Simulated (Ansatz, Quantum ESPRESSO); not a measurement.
# LiHgBr3 (Pm-3m): zone-centre phonons, part 3 of 3

Aim: the zone-centre modes of LiHgBr3 (Pm-3m).

Quantum ESPRESSO 7.5; DFT LDA, scalar-relativistic, plane waves, JTH PAW pseudopotentials.

So far. Step 5 (Linear response at Γ): The acoustic modes at Γ come out as far as 0.7 cm⁻¹ from zero, where they should vanish, a small numerical error. The lowest optical mode is imaginary, 173i cm⁻¹, an instability at this level and on this k mesh. Step 6 (Modes with the sum rule): The rule moves no optical mode by more than 0.2 cm⁻¹.

The structure was built from a prototype and need not be the compound's stable phase.

**8. The same in Ansatz**

The same cell goes through another code, with its own cutoff. The potentials differ. Its k mesh is centred on Γ.

This step: DFT LDA, scalar-relativistic, plane waves, PAW (Ansatz 0.2.0).

Input file input.yaml:

```yaml
crystal:
  lattice:
    - [5.379491328, 0.0, 0.0]
    - [0.0, 5.379491328, 0.0]
    - [0.0, 0.0, 5.379491328]
  atoms:
    - { symbol: Li, position: [0.0, 0.0, 0.0] }
    - { symbol: Hg, position: [0.5, 0.5, 0.5] }
    - { symbol: Br, position: [0.0, 0.5, 0.5] }
    - { symbol: Br, position: [0.5, 0.0, 0.5] }
    - { symbol: Br, position: [0.5, 0.5, 0.0] }
kpoints:
  mp_grid: { grid: [8, 8, 8] }
hamiltonian:
  xc: lda
scf:
  occupations: { method: cold, width: 0.27211 }
output:
  eigenvalues: true
phonons:
  method: dfpt
```

The run is started by

```
$ ansatz run input.yaml --threads 4 --pin off --max-ram 8192MiB --backend cpu --events-out ev --progress --plain --runs-dir out
```

Numbers of over 12 decimals in the logs are rounded to 6 here.

The log of the run:

```text
zone centre: on kpoints.mp_grid the ground state, and the responses unless they are solved on pairs of k-points, stand on 125 of the mesh's 512 k-points, reduced under 8 symmetry operations, with k and −k counted as one. Each operation leaves every solved displacement unchanged or reverses it
Engine: ansatz 0.2.0, aarch64-unknown-linux-gnu
Pseudopotentials: kind: paw
Pseudopotential: Li, paw, valence charge 3, recommended cutoff 420 eV (normal), Li.paw.azcp
Pseudopotential: Hg, paw, valence charge 20, recommended cutoff 420 eV (normal), Hg.paw.azcp
Pseudopotential: Br, paw, valence charge 7, recommended cutoff 420 eV (normal), Br.paw.azcp
Functional definition: SPW92
  exchange = slater_x
  correlation = pw_c
Crystal: 5 atoms, lattice volume = 155.677 Å³
Basis set: ecut = 420 eV, 2969 PW (Γ), exchange–correlation on 72×72×72 points (8 copies of the dense FFT grid, shifted against one another)
Bands: 27, of which v1, the nominal top of the filled ones, is band 22 counted from 1 (21 counted from 0)
Symmetry: 48 space group operations
k-points: 125 of 512 (irreducible under 8 space group operations)
Non-local potential: Li, projectors of the file, l = 0: 3, l = 1: 2, l = 2: 1
Non-local potential: Hg, projectors of the file, l = 0: 3, l = 1: 2, l = 2: 2, l = 3: 1
Non-local potential: Br, projectors of the file, l = 0: 2, l = 1: 2, l = 2: 2
PAW form: soft (Blöchl's): semilocal exchange-correlation on the pseudo side does not see the compensation charge
PAW frozen core: Hg, regenerated for the run's functional, and the local potential with it (the file was generated under x = pbe(κ = 0.804, μ = 0.219515), c = pbe(β = 0.066725))
PAW frozen core: Br, regenerated for the run's functional, and the local potential with it (the file was generated under x = pbe(κ = 0.804, μ = 0.219515), c = pbe(β = 0.066725))
PAW one-centre angular grid: Li, 110 points (default); XC on 64 Gauss nodes
PAW one-centre angular grid: Hg, 590 points (default); XC on 64 Gauss nodes
PAW one-centre angular grid: Br, 110 points (default); XC on 64 Gauss nodes
Initial density: superposition of atomic densities (neutral atoms: chi_scale 0, normalization atom), corrected by the library's trained network
Initial wavefunctions: pseudopotential atomic-orbital guess
Functional: x = slater, c = lda
SCF iter   1: F=—  HF=-21808.382003 eV  |F-HF|=—  |Δ(HF+E_count)|=         —  Δρ=4.29e-3  dr2=1.84e-2  ethr=1.77e-3  ⟨swp⟩=6.6  Hψ=15945  notcnv=0
preconditioner: auto → none  [metal: Δε(μ)=0.219 eV  Ē_g=9.943 eV  σ=0.272 eV  W_gap=0.50  n_scr=26 (ndim 8)  ℏωp=17.4 eV  f_vac=0.188  D(μ)=0.93/eV (n_scr^D=0)  sad-step TF]
SCF iter   2: F=—  HF=-21808.378030 eV  |F-HF|=—  |Δ(HF+E_count)|=   3.97e-3  S|Δr|=    0.00e0  Δρ=2.43e-3  dr2=8.04e-3  ethr=4.17e-5  ⟨swp⟩=2.3  Hψ=6233  notcnv=0
SCF iter   3: F=—  HF=-21808.376227 eV  |F-HF|=—  |Δ(HF+E_count)|=   1.80e-3  S|Δr|=    0.00e0  Δρ=8.92e-4  dr2=1.89e-3  ethr=1.83e-5  ⟨swp⟩=2.0  Hψ=5508  notcnv=0
SCF iter   4: F=—  HF=-21808.375600 eV  |F-HF|=—  |Δ(HF+E_count)|=   6.27e-4  S|Δr|=    0.00e0  Δρ=2.31e-4  dr2=1.05e-4  ethr=4.30e-6  ⟨swp⟩=2.3  Hψ=5355  notcnv=0
SCF iter   5: F=—  HF=-21808.375577 eV  |F-HF|=—  |Δ(HF+E_count)|=   2.24e-5  S|Δr|=    0.00e0  Δρ=5.57e-5  dr2=7.33e-6  ethr=2.39e-7  ⟨swp⟩=2.0  Hψ=5590  notcnv=0
SCF iter   6: F=—  HF=-21808.375571 eV  |F-HF|=—  |Δ(HF+E_count)|=   5.86e-6  S|Δr|=    0.00e0  Δρ=1.27e-5  dr2=3.78e-7  ethr=1.67e-8  ⟨swp⟩=2.0  Hψ=4991  notcnv=0
SCF iter   7: F=—  HF=-21808.375575 eV  |F-HF|=—  |Δ(HF+E_count)|=   3.62e-6  S|Δr|=    0.00e0  Δρ=3.30e-6  dr2=3.60e-8  ethr=8.60e-10  ⟨swp⟩=2.2  Hψ=5390  notcnv=0
SCF iter   8: F=—  HF=-21808.375575 eV  |F-HF|=—  |Δ(HF+E_count)|=   1.26e-8  S|Δr|=    0.00e0  Δρ=8.19e-7  dr2=1.28e-9  ethr=8.19e-11  ⟨swp⟩=2.3  Hψ=5510  notcnv=0
SCF iter   9: F=—  HF=-21808.375575 eV  |F-HF|=—  |Δ(HF+E_count)|=  5.46e-10  S|Δr|=    0.00e0  Δρ=1.31e-7  dr2=5.60e-11  ethr=2.91e-12  ⟨swp⟩=2.0  Hψ=5248  notcnv=0
SCF iter  10: F=-21808.375575 eV  HF=-21808.375575 eV  |F-HF|=0.00e0  |Δ(HF+E_count)|=  1.09e-11  S|Δr|=    0.00e0  Δρ=8.62e-9  dr2=1.22e-13  ethr=1.00e-12  ⟨swp⟩=10.9  Hψ=18753  notcnv=0
SCF 1 converged in 10 iterations: F = -21808.375575 eV  dr2 = 1.22e-13
  greatest PAW one-centre occupation: 1.000 electrons in one spin orbital (limit 2), on the Hg atom at site 1 (counted from 0), in its partial waves of l = 0
DFPT response loops at Γ: preconditioner auto → none (partly filled bands, converged f_vac=0.175); β = 0.50; Broyden in place of MSR1
SCF converged after 10 iterations
Stability not checked: this state was not tested for a lower state beside it, because cold or Methfessel-Paxton smearing, or corrected tetrahedra, fill the levels in a way that the test cannot read (fill_not_monotonic; see scf.lower_state_search)
Free energy (F): -21808.375575 eV
Harris-Foulkes:  -21808.375575 eV  (|F-HF|=0.00e0)
Internal energy: -21808.387308 eV  (E = F + TS)
E sigma→0 (E₀):  -21808.379486 eV
Entropy (-TS):   0.011733 eV (2.347 meV/atom)
Fermi energy:    3.276725 eV
--- Per-component energies (eV) ---
  E_band       = -745.983708
  E_kinetic    = 1025.587102
  E_local      = -5559.993830  (includes V_loc(G=0)·N_el)
  E_nonlocal   = 264.308129
  E_hartree    = 2303.750555
  E_xc         = -1011.704690
  E_vxc        = -588.484942  (∫ρ·V_xc dr)
  E_paw        = -16156.086314  (= ΣΔE_a)
  E_vpaw       = -494.902060  (= ΣTr[D̂ρ^β])
  E_aug_tail   = 0.000764  (compensation charges beyond the density's cutoff)
  E_ewald      = -2675.444650
  E_core_change = 1.195627  (= ΣΔE_core)
  E_smearing   = 0.011733  (= −TS)
  E_closure    = -0.000000  (closes the sum)
  Σ components = -21808.375575   (vs F -21808.375575, Δ=0.00e0)
--- Band table (eV; the first three rows and the last of 125) ---
  k-point 0: bands = [... 18 lower, 1.6700, 1.7670, 1.8198, 1.8198, 1.8198, 5.3966, 9.3873, 9.3873, ... 1 higher]
  k-point 1: bands = [... 18 lower, 1.6637, 1.6637, 1.8077, 1.8077, 2.6200, 5.5611, 9.0066, 9.5798, ... 1 higher]
  k-point 2: bands = [... 18 lower, 1.6350, 1.6350, 1.7892, 1.7892, 3.7983, 5.9962, 8.4294, 9.3176, ... 1 higher]
  k-point 124: bands = [... 18 lower, 2.4357, 2.4357, 3.4130, 3.4130, 6.1476, 7.8798, 7.8798, 7.8798, ... 1 higher]
--- Phonons (Γ-DFPT): 4 representative perturbations + reference, on 125 of 512 k-points (Σ response iterations 12) ---
  k mesh reduced under 8 symmetry operations, with k and −k counted as one. Each operation leaves every solved displacement unchanged or reverses it
  ASR residual: 7.862e-6 → 0.000e0 eV/Å²; symmetrization residual: 8.558e-7 eV/Å²
  ASR residual per site (eV/Å²): 1.82e-7 7.86e-6 2.67e-6 2.67e-6 2.67e-6
  Γ frequencies (cm⁻¹): -173.46 -173.46 -173.46 -33.46 -33.46 -33.46 0.00 0.00 0.00 41.14 41.14 41.14 184.39 184.39 184.39
  non-analytic LO–TO correction: not included (Born effective charges unavailable; polar crystals: no LO–TO splitting at Γ)
```

Wall time 47 s (4 threads of Arm Neoverse V2, shared host); peak memory 1.7 GiB; 3 min of CPU time.

Read from the output:

```
sum-rule residual before enforcement             : 7.86e-6 eV/Å²
highest optical zone-centre mode (no LO-TO term) : 184.4 cm⁻¹
lowest optical zone-centre mode                  : -173.5 cm⁻¹
```

**9. The two compared: QE JTH and Ansatz, PAW**

Numbers from this step:

* root-mean-square difference: 1.18 cm⁻¹
* largest difference: 1.67 cm⁻¹

The 12 of 12 modes that differ most. Frequencies side by side:

| q (reciprocal lattice) | mode | QE JTH (cm⁻¹) | Ansatz, PAW (cm⁻¹) |
| --- | --- | --- | --- |
| 0 0 0 | 1 | -173.4 | -173.5 |
| 0 0 0 | 2 | -173.4 | -173.5 |
| 0 0 0 | 3 | -173.4 | -173.5 |
| 0 0 0 | 4 | -34.5 | -33.46 |
| 0 0 0 | 5 | -34.5 | -33.46 |
| 0 0 0 | 6 | -34.5 | -33.46 |
| 0 0 0 | 10 | 39.82 | 41.14 |
| 0 0 0 | 11 | 39.82 | 41.14 |
| 0 0 0 | 12 | 39.82 | 41.14 |
| 0 0 0 | 13 | 186.1 | 184.4 |
| 0 0 0 | 14 | 186.1 | 184.4 |
| 0 0 0 | 15 | 186.1 | 184.4 |

At the zone centre the largest difference (acoustic modes at Γ apart) is 0.9 % of the highest mode.

**10. Outcome**

```json
{"space group after relaxation": "Pm-3m", "volume per atom": "31.1 Å³", "highest optical zone-centre mode (no LO-TO term)": "186.1 cm⁻¹", "lowest optical zone-centre mode": "-173.4 cm⁻¹", "imaginary optical modes at the zone centre (no q mesh in this session)": "yes", "largest difference from Ansatz, PAW": "1.67 cm⁻¹"}
```

What this shows: At the LDA level the optical modes of LiHgBr3 (Pm-3m) at the zone centre run from 173i to 186 cm⁻¹, so the structure is a saddle point, with 6 modes beyond 10i cm⁻¹ there. The relaxation gained more than 0.3 eV an atom, so the start was far from this structure and its bonding may have changed. Of the 12 optical modes, 9 are infrared active alone and 3 are silent. QE JTH and Ansatz, PAW differ by 1.2 cm⁻¹ in the root mean square and by 1.7 cm⁻¹ at most, 0.9 % of the highest mode compared (acoustic modes at Γ left out); the two use different potentials, and the cell was not relaxed for the second set. These are harmonic frequencies at zero temperature: anharmonic shifts and linewidths and thermal expansion are left out. Spin-orbit coupling is left out, which can matter for the heavy elements here. In a metal the frequencies hang on the k mesh and the smearing, most of all near Kohn anomalies. The structure is a hypothetical one, built on a prototype.

[Host names and launcher messages were left out of these logs when they were recorded.]

[Logs are printed without paths, hosts, clocks, repeated set-up lines and the standing remarks that a program may print on its own settings, such as how far it seeks lower states.]

[Hosts, paths, dates, database ids (printed as entryN), source tags and the programs' standing remarks are cut or masked in the printed files.]
